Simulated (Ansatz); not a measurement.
# Mo(110) film, 3 layers, adrow: surface scattering, part 2 of 2

Aim: how much of the in-plane current does the surface defect in Mo(110) film, 3 layers, adrow reflect?

Ansatz 0.2.0; Ansatz plane-wave DFT, PBE, PAW files; relaxation of the atoms about the surface defect; PAW set soft_1 (the session's first sound run).

So far. Step 2 (Relaxing about the defect): The largest force component on a free atom ends at 0.0084 eV/Å, under the tolerance of 0.03, after 7 steps.

### Step 3. Transmission along the film

The film far from the defect is the lead. The first vector holds vacuum and takes one k-point. Energies from -0.05 to 0.05 eV in steps of 0.05 eV are too few for the program's thermal sum, so it prints no conductance; for a metal the transmission near the Fermi level serves, at a fraction of the cost.

This step: Ansatz plane-wave DFT, PBE, PAW files; ballistic transport by layer matching (Landauer), zero bias; PAW set soft_1 (Ansatz 0.2.0).

Contents of input.yaml:

```yaml
crystal:
  lattice:
    - [17.6757951212, 0.0, 0.0]
    - [0.0, 3.147, 0.0]
    - [0.0, 0.0, 35.6042406463]
  atoms:
    - { symbol: Mo, position: [0.2545854356, 0.0, 0.0] }
    - { symbol: Mo, position: [0.2545854356, 0.5, 0.0625] }
    - { symbol: Mo, position: [0.3804787844, 0.5, 0.0] }
    - { symbol: Mo, position: [0.3804787844, 0.0, 0.0625] }
    - { symbol: Mo, position: [0.5063721332, 0.0, 0.0] }
    - { symbol: Mo, position: [0.5063721332, 0.5, 0.0625] }
    - { symbol: Mo, position: [0.2545854356, 0.0, 0.125] }
    - { symbol: Mo, position: [0.2545854356, 0.5, 0.1875] }
    - { symbol: Mo, position: [0.3804787844, 0.5, 0.125] }
    - { symbol: Mo, position: [0.3804787844, 0.0, 0.1875] }
    - { symbol: Mo, position: [0.5063721332, 0.0, 0.125] }
    - { symbol: Mo, position: [0.5063721332, 0.5, 0.1875] }
    - { symbol: Mo, position: [0.2545854356, 0.0, 0.25] }
    - { symbol: Mo, position: [0.2545854356, 0.5, 0.3125] }
    - { symbol: Mo, position: [0.3804787844, 0.5, 0.25] }
    - { symbol: Mo, position: [0.3804787844, 0.0, 0.3125] }
    - { symbol: Mo, position: [0.5063721332, 0.0, 0.25] }
    - { symbol: Mo, position: [0.5063721332, 0.5, 0.3125] }
    - { symbol: Mo, position: [0.2545854356, 0.0, 0.375] }
    - { symbol: Mo, position: [0.2545854356, 0.5, 0.4375] }
    - { symbol: Mo, position: [0.3786629315, 0.5, 0.3747194306] }
    - { symbol: Mo, position: [0.3770345675, 0.0, 0.437011681] }
    - { symbol: Mo, position: [0.5016895096, 0.0, 0.3744379837] }
    - { symbol: Mo, position: [0.5055602614, 0.5, 0.437044656] }
    - { symbol: Mo, position: [0.2545854356, 0.0, 0.5] }
    - { symbol: Mo, position: [0.2545854356, 0.5, 0.5625] }
    - { symbol: Mo, position: [0.3739677201, 0.5, 0.5] }
    - { symbol: Mo, position: [0.3770345675, 0.0, 0.562988319] }
    - { symbol: Mo, position: [0.4985534524, 0.0, 0.5] }
    - { symbol: Mo, position: [0.5055602614, 0.5, 0.562955344] }
    - { symbol: Mo, position: [0.2545854356, 0.0, 0.625] }
    - { symbol: Mo, position: [0.2545854356, 0.5, 0.6875] }
    - { symbol: Mo, position: [0.3786629315, 0.5, 0.6252805694] }
    - { symbol: Mo, position: [0.3804787844, 0.0, 0.6875] }
    - { symbol: Mo, position: [0.5016895096, 0.0, 0.6255620163] }
    - { symbol: Mo, position: [0.5063721332, 0.5, 0.6875] }
    - { symbol: Mo, position: [0.2545854356, 0.0, 0.75] }
    - { symbol: Mo, position: [0.2545854356, 0.5, 0.8125] }
    - { symbol: Mo, position: [0.3804787844, 0.5, 0.75] }
    - { symbol: Mo, position: [0.3804787844, 0.0, 0.8125] }
    - { symbol: Mo, position: [0.5063721332, 0.0, 0.75] }
    - { symbol: Mo, position: [0.5063721332, 0.5, 0.8125] }
    - { symbol: Mo, position: [0.2545854356, 0.0, 0.875] }
    - { symbol: Mo, position: [0.2545854356, 0.5, 0.9375] }
    - { symbol: Mo, position: [0.3804787844, 0.5, 0.875] }
    - { symbol: Mo, position: [0.3804787844, 0.0, 0.9375] }
    - { symbol: Mo, position: [0.5063721332, 0.0, 0.875] }
    - { symbol: Mo, position: [0.5063721332, 0.5, 0.9375] }
    - { symbol: Mo, position: [0.6032263853, 0.5, 0.5] }
kpoints:
  mp_grid: { grid: [1, 10, 1] }
hamiltonian:
  xc: pbe
  pseudopotentials: { kind: paw, azcp: { folder: soft_1 } }
scf:
  occupations: { method: fermi_dirac, width: 0.1 }
output:
  transmission: { leads: [[0, 6]], kmesh: [1, 20], e_range: [-0.05, 0.05], de: 0.05 }
  write_potential: true
  write_density: true
  volumetric_format: npy
  elf: true
```

Started as:

```console
$ ansatz run input.yaml --threads 8 --pin off --max-ram 15360MiB --backend cpu --events-out ev --progress --plain --runs-dir out
```

Numbers of over 12 decimals in the logs are rounded to 6 here.

Output:

```text
[...]
Crystal: 49 atoms, lattice volume = 1980.512 Å³
Basis set: ecut = 420 eV, 38791 PW (Γ)
Bands: 412, of which v1, the nominal top of the filled ones, is band 343 counted from 1 (342 counted from 0)
Symmetry: 4 space group operations
[...]
k-points: 6 of 10
[...]
SCF iter   1: F=—  HF=-242843.887990 eV  |F-HF|=—  |Δ(HF+E_count)|=         —  Δρ=6.46e-2  dr2=2.02e2  ethr=3.10e-3  ⟨swp⟩=10.8  Hψ=12197  notcnv=0
[...]
SCF iter  12: F=-242805.624490 eV  HF=-242805.624490 eV  |F-HF|=3.49e-10  |Δ(HF+E_count)|=  9.02e-10  Δρ=4.92e-7  dr2=8.16e-9  ethr=1.46e-11  ⟨swp⟩=12.8  Hψ=7196  notcnv=0
SCF 1 converged in 12 iterations: F = -242805.624490 eV  dr2 = 8.16e-9
[...]
transmission: 70 of 682 steps passed
transmission: 140 of 682 steps passed
[...]
transmission: 682 of 682 steps passed
WARN: The output density's exchange-correlation potential varies sharply where the density is thin. Do not read a vacuum level from v_tot or v_xc, or from such a field of the output density. On a cell that repeats whose density bears no net charge and no dipole along the vacuum's axis use v_es (v_loc + v_h of the components); under efield.dipole_correction with no amplitude use v_es + v_field, which holds any externa [...]
SCF converged after 12 iterations
Free energy (F): -242805.624490 eV
[...]
Internal energy: -242803.924892 eV  (E = F + TS)
E sigma→0 (E₀):  -242804.774691 eV
Entropy (-TS):   -1.699598 eV (-34.686 meV/atom)
Fermi energy:    5.418456 eV
[...]
--- Band table (eV; the first three rows and the last of 6) ---
  k-point 0: bands = [... 339 lower, 5.2480, 5.2730, 5.2744, 5.2805, 5.3351, 5.3693, 5.4089, 5.4185, ... 65 higher]
  k-point 1: bands = [... 339 lower, 5.2365, 5.2463, 5.2638, 5.2788, 5.2932, 5.3327, 5.3723, 5.3911, ... 65 higher]
  k-point 2: bands = [... 339 lower, 5.2505, 5.2951, 5.4129, 5.4639, 5.5013, 5.5611, 5.6529, 5.6558, ... 65 higher]
  k-point 5: bands = [... 339 lower, 5.6403, 5.6977, 5.7047, 5.9005, 5.9831, 6.0451, 6.0893, 6.0914, ... 65 higher]
--- Transmission ---
  basis      : 497 plane waves across, 62 finite elements along
  points     : 11, standing for a mesh of 1 x 20
  energies   : 3 from -0.050000 to 0.050000 eV about the Fermi level, 0.050000 eV apart; the leads are filled to 0.000000 eV, and channels, transmission and decay are at 0.000000 eV
  crystal 0  : Mo6, at the sites [0, 6], period 4.4505 Å, over 24.48 Å; its Hamiltonian steps by up to 8.5 meV
    offset         : up to 0.0000 Å between an atom of the period and one for which it stands
    channels       : 4.350000e0 a spin
    conductance    : none, the energies end too early or step too widely for 300 K: set another output.transmission.e_range or a lower de, or, where they end at an eighth of basis.ecutwfc, a higher one
  junction   : crystal 0 to crystal 0, 0.41 to 31.57 Å
    transmission   : 2.872007e0 a spin
[...]
```

Wall time 19 min (8 threads of Arm Neoverse N1, shared host); peak memory 12 GiB; 2.1 h of CPU time.

Reading the cycles: dr2 is the Hartree energy of the density residual (eV), the measure of convergence; HF is the Harris–Foulkes estimate of the energy, which meets the free energy F at convergence.

Numbers from this step:

| Property | Result |
| --- | --- |
| free energy | -242805.6245 eV |
| energy at zero smearing | -242804.7747 eV |
| Fermi energy | 5.418 eV |
| cell area | 55.63 Å² |
| transmission per spin nearest the Fermi level | 2.872 |
| open channels per spin nearest the Fermi level | 4.35 |
| step of the lead's potential | 8.5 meV |

Per spin. Table of transmission, zone mean by energy, zero at the Fermi level:

```csv
energy (eV),"transmission, zone mean"
-0.0500,2.94
0.0000,2.87
0.0500,2.76
```

Per spin. The open channels, zone mean, lead stays at 4.35 for energy from -0.05 to 0.05 eV.

ELF in the ca plane at fractional y = 0.500, with atoms of Mo within 0.2 Å of it. It is the smooth field of the valence electrons, not physical close to the nuclei.

Values, 13 rows by 16 columns, each cell a mean:
```
0.00 0.00 0.00 0.00 0.00 0.00 0.00 0.00 0.00 0.00 0.00 0.00 0.00 0.00 0.00 0.00
0.00 0.00 0.00 0.00 0.00 0.00 0.00 0.00 0.00 0.00 0.00 0.00 0.00 0.00 0.00 0.00
0.00 0.00 0.00 0.00 0.00 0.00 0.00 0.00 0.00 0.00 0.00 0.00 0.00 0.00 0.00 0.00
0.02 0.01 0.01 0.01 0.00 0.00 0.01 0.01 0.01 0.00 0.01 0.01 0.01 0.00 0.00 0.01
0.18 0.07 0.12 0.12 0.04 0.05 0.13 0.15 0.09 0.03 0.10 0.15 0.13 0.04 0.06 0.14
0.35 0.21 0.45 0.42 0.21 0.22 0.41 0.47 0.26 0.26 0.28 0.47 0.40 0.23 0.21 0.45
0.59 0.40 0.43 0.38 0.48 0.51 0.36 0.41 0.36 0.59 0.35 0.41 0.35 0.53 0.46 0.39
0.37 0.31 0.43 0.36 0.36 0.37 0.35 0.45 0.32 0.38 0.31 0.46 0.33 0.37 0.35 0.38
0.38 0.32 0.43 0.37 0.36 0.36 0.34 0.45 0.31 0.38 0.31 0.46 0.33 0.37 0.35 0.37
0.60 0.39 0.41 0.38 0.49 0.52 0.36 0.41 0.36 0.60 0.35 0.41 0.35 0.54 0.47 0.39
0.23 0.23 0.46 0.43 0.20 0.21 0.41 0.47 0.26 0.24 0.27 0.47 0.40 0.21 0.20 0.45
0.03 0.07 0.13 0.13 0.05 0.04 0.12 0.13 0.08 0.03 0.09 0.14 0.12 0.04 0.05 0.13
0.00 0.00 0.01 0.01 0.00 0.00 0.01 0.01 0.00 0.00 0.00 0.01 0.01 0.00 0.00 0.01
```
Columns run along c (16.0 Å, from fractional 0.55 to 1.00 of the cell), rows up along a (17.7 Å). Atoms in or near the plane, at fractional coordinates: Mo at (0.56, 0.25), Mo at (0.56, 0.51), Mo at (0.69, 0.25), Mo at (0.63, 0.38), Mo at (0.69, 0.51), Mo at (0.81, 0.25), Mo at (0.75, 0.38), Mo at (0.81, 0.51), Mo at (0.94, 0.25), Mo at (0.88, 0.38), Mo at (0.94, 0.51).

Electrostatic potential energy in the ca plane at fractional y = 0.500, with atoms of Mo within 0.2 Å of it. With pseudopotentials it is smooth inside the atoms' cores, unlike the true potential.

Ten even steps from '0' (-59 eV) to '9' (10 eV), each cell a mean:
```
99999999999999999999999999999999999999999999
99999999999999999999999999999999999999999999
99999999999999999999999999999999999999999999
99999999999999999999999999999999999999999999
99999999999999999999999999999999999999999999
99999999999999999999999999999999999999999999
99999999999999999999999999999999999999999999
99999999999999999999999999999999999999999999
99999999999999999999999999999999999999999999
99999999999999999999999999999999999999999999
65679999999865578999999875578999999975568999
10027999998610026999999610016899999720015899
32258999999742258999999742247999999852247999
98899876679998899875678998899876578998899976
99998510027999998610026899999620015899999730
99999731247999999742247999999842247999999852
75679988899876678998899876678998899976678998
00037999998610026999999620016899999720015899
31258999999731247999999742247999999852137999
88899999999988899999999998899999999998889999
99999999999999999999999999999999999999999999
99999999999999999999999999999999999999999999
99999999999999999999999999999999999999999999
99999999999999999999999999999999999999999999
```
Columns run along c (16.0 Å, from fractional 0.55 to 1.00 of the cell; values clipped at the 3rd and 97th percentile), rows up along a (17.7 Å). Atoms in or near the plane, at fractional coordinates: Mo at (0.56, 0.25), Mo at (0.56, 0.51), Mo at (0.69, 0.25), Mo at (0.63, 0.38), Mo at (0.69, 0.51), Mo at (0.81, 0.25), Mo at (0.75, 0.38), Mo at (0.81, 0.51), Mo at (0.94, 0.25), Mo at (0.88, 0.38), Mo at (0.94, 0.51).

Valence density in the ca plane at fractional y = 0.500, with atoms of Mo within 0.2 Å of it. It is the smooth field of the valence electrons, not physical close to the nuclei.

Ten steps, logarithmic in the rise over the least value, from '0' (0.0 e/Å³) to '9' (6.5 e/Å³), each cell a mean:
```
00000000000000000000000000000000000000000000
00000000000000000000000000000000000000000000
00000000000000000000000000000000000000000000
00000000000000000000000000000000000000000000
00000000000000000000000000000000000000000000
00000000000000000000000000000000000000000000
00000000000000000000000000000000000000000000
00000000000000000000000000000000000000000000
10000000000000000000000000000000000000000000
21111100011111111111111111111111111111111111
56643222222356643222222356653222222346653222
99985333334689985333333589986333333589996433
78864333333578874333333478875333333468875333
34433356643334433356653334433346653334433346
33334699985333333589985333333589986433333589
33333579874333333478874333333478875333333468
56643334433356653334433356653334433346654334
99985333334689985333333589986333333589996433
89864332233578874332233478875332233468875332
23221111111123321111111123321111111123322111
00000000000000000000000000000000000000000000
00000000000000000000000000000000000000000000
00000000000000000000000000000000000000000000
00000000000000000000000000000000000000000000
```
Columns run along c (16.0 Å, from fractional 0.55 to 1.00 of the cell), rows up along a (17.7 Å). Atoms in or near the plane, at fractional coordinates: Mo at (0.56, 0.25), Mo at (0.56, 0.51), Mo at (0.69, 0.25), Mo at (0.63, 0.38), Mo at (0.69, 0.51), Mo at (0.81, 0.25), Mo at (0.75, 0.38), Mo at (0.81, 0.51), Mo at (0.94, 0.25), Mo at (0.88, 0.38), Mo at (0.94, 0.51).

Over the solved energies the transmission per spin lies between 2.76 and 2.94, out of 4.35 channels of the lead on average (up to 4.35).

### Step 4. Share that passes

This step: Ansatz plane-wave DFT, PBE, PAW files; ballistic transport by layer matching (Landauer), zero bias; share of the film's channels that pass the defect (the area holds the vacuum); PAW set soft_1 (Ansatz 0.2.0).

This step gave:

| Item | Value |
| --- | --- |
| T over the leads' mean channel count | 0.6567 |

Averaged over the energies near the Fermi level, 65.7 % of the channels pass.

### Step 5. Results

```yaml
share_of_the_film_s_channels_that_pass: 0.657
```

66 % of the film's channels pass the defect. The film is 3 layers thick, so the defect disturbs a good part of its section. It runs straight across the current without end, so the wavevector along it is kept. Only atoms near the defect are relaxed, while the rest of the face keeps bulk spacings, so part of the reflection may come from that relaxed patch.

[Logs are printed without paths, hosts, clocks, repeated set-up lines and the standing remarks that a program may print on its own settings, such as how far it seeks lower states.]

[Hosts, paths, dates, database ids (printed as entryN), source tags and the programs' standing remarks are cut or masked in the printed files.]
